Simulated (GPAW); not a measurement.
## Mn pairs in Si: coupling against distance with U = 4 eV on Mn d

Two Mn atoms replace host atoms of Si on its sites. How does their coupling change with their distance?

Program: GPAW 26.7.0. Level of theory: PBE with U = 4 eV on Mn d; plane waves with GPAW's PAW setups, scalar-relativistic. Results are calculated unless marked as measured.

## (1) Set-up

Symmetry: C2/m, No. 12, monoclinic system. Conventional cell: a = 15.361 Å, b = 15.361 Å, c = 5.431 Å, α = 90.00°, β = 90.00°, γ = 90.00°. Nearest to Mn lie 3 Si at 2.35 Å and 1 Mn at 2.35 Å. Nearest to Si lie 3 Si at 2.35 Å and 1 Mn at 2.35 Å. Nearest to Si lie 4 Si at 2.35 Å. Si has 3 Si at 2.35 Å and 1 Mn at 2.35 Å nearest. Nearest to Si lie 4 Si at 2.35 Å. Model cell: substitutional dopants on the host's lattice, its constants typed without a cited source, atoms not relaxed. Farther neighbours are not listed.

This is the first member shown.

## (2) The first member

This run shows input and output; the others differ as the table says.

Contents of order1.py:

```python
import json
import numpy as np
from ase import Atoms
from ase.parallel import paropen, parprint
from gpaw import GPAW

atoms = Atoms(['Mn', 'Mn', 'Si', 'Si', 'Si', 'Si', 'Si', 'Si', 'Si', 'Si', 'Si', 'Si', 'Si', 'Si', 'Si', 'Si', 'Si', 'Si', 'Si', 'Si', 'Si', 'Si', 'Si', 'Si', 'Si', 'Si', 'Si', 'Si', 'Si', 'Si', 'Si', 'Si'],
    cell=[[10.862, 0.0, 0.0],
         [0.0, 10.862, 0.0],
         [0.0, 0.0, 5.431]],
    scaled_positions=[[0.0, 0.0, 0.0],
         [0.125, 0.125, 0.25],
         [0.0, 0.25, 0.5],
         [0.125, 0.375, 0.75],
         [0.25, 0.0, 0.5],
         [0.375, 0.125, 0.75],
         [0.25, 0.25, 0.0],
         [0.375, 0.375, 0.25],
         [0.0, 0.5, 0.0],
         [0.125, 0.625, 0.25],
         [0.0, 0.75, 0.5],
         [0.125, 0.875, 0.75],
         [0.25, 0.5, 0.5],
         [0.375, 0.625, 0.75],
         [0.25, 0.75, 0.0],
         [0.375, 0.875, 0.25],
         [0.5, 0.0, 0.0],
         [0.625, 0.125, 0.25],
         [0.5, 0.25, 0.5],
         [0.625, 0.375, 0.75],
         [0.75, 0.0, 0.5],
         [0.875, 0.125, 0.75],
         [0.75, 0.25, 0.0],
         [0.875, 0.375, 0.25],
         [0.5, 0.5, 0.0],
         [0.625, 0.625, 0.25],
         [0.5, 0.75, 0.5],
         [0.625, 0.875, 0.75],
         [0.75, 0.5, 0.5],
         [0.875, 0.625, 0.75],
         [0.75, 0.75, 0.0],
         [0.875, 0.875, 0.25]],
    pbc=True,
    magmoms=[4.5, 4.5, 0.0, 0.0, 0.0, 0.0, 0.0, 0.0, 0.0, 0.0, 0.0, 0.0, 0.0, 0.0, 0.0, 0.0, 0.0, 0.0, 0.0, 0.0, 0.0, 0.0, 0.0, 0.0, 0.0, 0.0, 0.0, 0.0, 0.0, 0.0, 0.0, 0.0])
atoms.calc = GPAW(mode={'name': 'pw', 'ecut': 450},
    xc='PBE',
    kpts={'size': (3, 3, 5), 'gamma': True},
    occupations={'name': 'fermi-dirac', 'width': 0.05},
    convergence={'density': 1e-05, 'energy': 1e-05},
    maxiter=200,
    mixer={'name': 'pulay', 'beta': 0.05, 'nmaxold': 6, 'weight': 50},
    setups={'Mn': ':d,4.0'},
    symmetry={'tolerance': 1e-4},
    txt='order1.txt')
e = atoms.get_potential_energy(force_consistent=True)
res = {'free_energy': e, 'energy_sigma0': atoms.get_potential_energy(), 'fermi_energy': atoms.calc.get_fermi_level()}
res['moments'] = atoms.get_magnetic_moments().tolist()
res['total'] = atoms.get_magnetic_moment()
parprint('site moments (muB):', np.round(res['moments'], 3))
parprint(f"total moment: {res['total']:.3f} muB")
parprint(f'free energy: {e:.6f} eV')
atoms.calc.write('order1.gpw')
with paropen('results.json', 'w') as f:
    json.dump(res, f)
```

Started as:

```bash
OMP_NUM_THREADS=1 mpirun -n 4 gpaw python order1.py > order1.log
```

Numbers of over 12 decimals in the logs are rounded to 6 here.

Output:

```text
site moments (muB): [ 4.089e+00  4.089e+00 -7.300e-02  4.000e-03 -7.300e-02  4.000e-03
 -7.800e-02 -1.000e-03 -8.000e-03 -8.000e-03  4.000e-03 -7.300e-02
 -5.000e-03 -6.000e-03 -3.000e-03 -3.000e-03 -8.000e-03 -8.000e-03
 -5.000e-03 -6.000e-03  4.000e-03 -7.300e-02 -3.000e-03 -3.000e-03
 -9.000e-03 -9.000e-03 -6.000e-03 -5.000e-03 -6.000e-03 -5.000e-03
 -1.000e-03 -7.800e-02]
total moment: 8.016 muB
free energy: -173.020541 eV

--- order1.txt ---
Input parameters:
  mode=PW(ecut=450),
  convergence={'density': 1e-05, 'energy': 1e-05},
  kpts=MonkhorstPack(size=(3, 3, 5), gamma=True),
  maxiter=200,
  mixer=Pulay(name='pulay', nmaxold=6, beta=0.05, weight=50, sigma=0.015, g_ss=None),
  occupations=Occupations(name='fermi-dirac', width=0.05),
  setups={'Mn': ':d,4.0'},
  symmetry=Symmetry(tolerance=0.0001),
  xc=XC(name='PBE')

Diagonalizing LCAO Hamiltonian
Converting LCAO to pw mode
        .--------------------------.
       /|                          |
      / |                          |
     /  |  Si           Si         |
    /   |      Si            Si    |
   /  Si|           Si             |
  /    Si        Si  Si        Si  |
 *      .--Si------------Si--------.
 |     / Si Si        Si Si       /
 | Si /      Si Si         Si    /
 |   Si Si    Si  Si Si    Si   /
 |  /Mn            Si          /
 | /     Si            Si     /
 |/                          /
 Mn------------Si-----------*

Atoms  # Å, Bohr magnetons
|    | symbol |        x |        y |        z |    initial magnetic moments |
|----|--------|----------|----------|----------|-----------------------------|
[...]
----------------------------
  Free energy:    -173.020541
  Extrapolated:   -173.012418

dipole moment: (-95.904055, -95.904055, -95.173079)  # |e|*Ang

Total magnetic moment: (0.000000, 0.000000, 8.016499)

Local magnetic moments
|        x |        y |         z |
|----------|----------|-----------|
| 0.000000 | 0.000000 |  4.088705 |  # Mn   0
| 0.000000 | 0.000000 |  4.088706 |  # Mn   1
| 0.000000 | 0.000000 | -0.073334 |  # Si   2
| 0.000000 | 0.000000 |  0.003576 |  # Si   3
| 0.000000 | 0.000000 | -0.073334 |  # Si   4
[...]
| 0.000000 | 0.000000 | -0.005670 |  # Si  28
| 0.000000 | 0.000000 | -0.005335 |  # Si  29
| 0.000000 | 0.000000 | -0.001187 |  # Si  30
| 0.000000 | 0.000000 | -0.078349 |  # Si  31

Fermi level: 5.221
Eigenvalues  # (at kpt = [0.000, 0.000, 0.000])
| band index |      eig [eV] | occ [0-1] |      eig [eV] | occ [0-1] |
|------------|---------------|-----------|---------------|-----------|
|          0 |       -76.513 |     1.000 |       -72.011 |     1.000 |
|        ... |               |           |               |           |
|         67 |         3.430 |     1.000 |         4.262 |     1.000 |
|         68 |         3.443 |     1.000 |         4.919 |     0.998 |
|         69 |         3.547 |     1.000 |         5.057 |     0.964 |
|         70 |         3.623 |     1.000 |         5.090 |     0.933 |
[...]
|         80 |         6.149 |     0.000 |         6.408 |     0.000 |
|         81 |         6.160 |     0.000 |         6.796 |     0.000 |
|         82 |         6.174 |     0.000 |         6.820 |     0.000 |
|        ... |               |           |               |           |
|         99 |         8.594 |     0.000 |         9.160 |     0.000 |

Gap: 0.028 eV
Transition (v -> c):
  (s=0, k=13, n=78, [0.33, 0.33, 0.00]) -> (s=0, k=5, n=79, [0.33, -0.33, 0.40])
Direct/indirect transitions are different
Direct gap: 0.132 eV
Transition at: (s=0, k=13, n=78, [0.33, 0.33, 0.00])

[key lines of the parts left out:]
Converged in 32 steps
```

The job ended after 8.7 min (4 MPI ranks of Intel Xeon Platinum 8375C at 2.90GHz (Ice Lake), shared host; peak memory 2.5 GiB; 35 min of CPU time).

After 32 cycles the largest moment stands at 4.09 μB.

## (3) The series

All use a 3×3×5 mesh. Each member is run with parallel and with opposed moments. For E = −J e1·e2 with unit vectors, counted once a pair, J = (E_opposed − E_parallel) / 2n, n being the images of the partner at that distance, since the cell repeats. Farther images are folded into J, and in so small a cell they can weigh as much as the nearest, so J is an effective number of this cell and no pair coupling.

| distance (Å) | atoms, n | parallel (eV) | opposed (eV) | opposed less parallel (meV) | J (meV) | mean moment, parallel (μB) | mean moment, opposed (μB) | net moment, parallel (μB a cell) |
| --- | --- | --- | --- | --- | --- | --- | --- | --- |
| 2.35 | 32, 1 | -173.0205 | -173.4559 | -435.40 | -217.70 | 4.09 | 3.97 | 8.02 |
| 3.84 | 32, 2 | -173.2343 | -172.9477 | +286.60 | +71.65 | 3.88 | 3.97 | 6.65 |
| 4.50 | 32, 1 | -172.9278 | -172.8455 | +82.36 | +41.18 | 3.85 | 3.93 | 6.14 |
| 5.43 | 32, 2 | -172.9584 | -172.8304 | +128.05 | +32.01 | 3.83 | 3.93 | 6.08 |

```
distance (Å) 4.50: J = +82.36 / (2 × 1) = +41.18 meV
```

## (4) What came out

```json
{"strongest coupling": "-217.70 meV at distance (Å) 2.35", "parallel lower at": "3.84, 4.50, 5.43", "opposed lower at": "2.35"}
```

**Reading.** The sign of the coupling changes along the series; it is strongest at distance (Å) 2.35, -217.70 meV, and stands at +32.01 meV for the last member. Differences under about 1 meV are not resolved, and mesh and smearing were not tested in this series. The atoms were not relaxed, which can shift moments and couplings. The cells are small and neutral, with no compensating defects, so carriers and concentrations exceed those of most samples. Trends hold for the rows shown; the series may have further members. Spin–orbit coupling is left out.

[Logs and program files are shortened in this print: banners, set-up blocks, solver, clock and traceback lines can be left out without a mark of their own.]

[Logs are printed without paths, hosts, clocks, repeated set-up lines and the standing remarks that a program may print on its own settings, such as how far it seeks lower states.]

[Hosts, paths, dates, database ids (printed as entryN), source tags and the programs' standing remarks are cut or masked in the printed files.]

[Where a cell is said to come from a database of computed structures, the database is the Materials Project.]
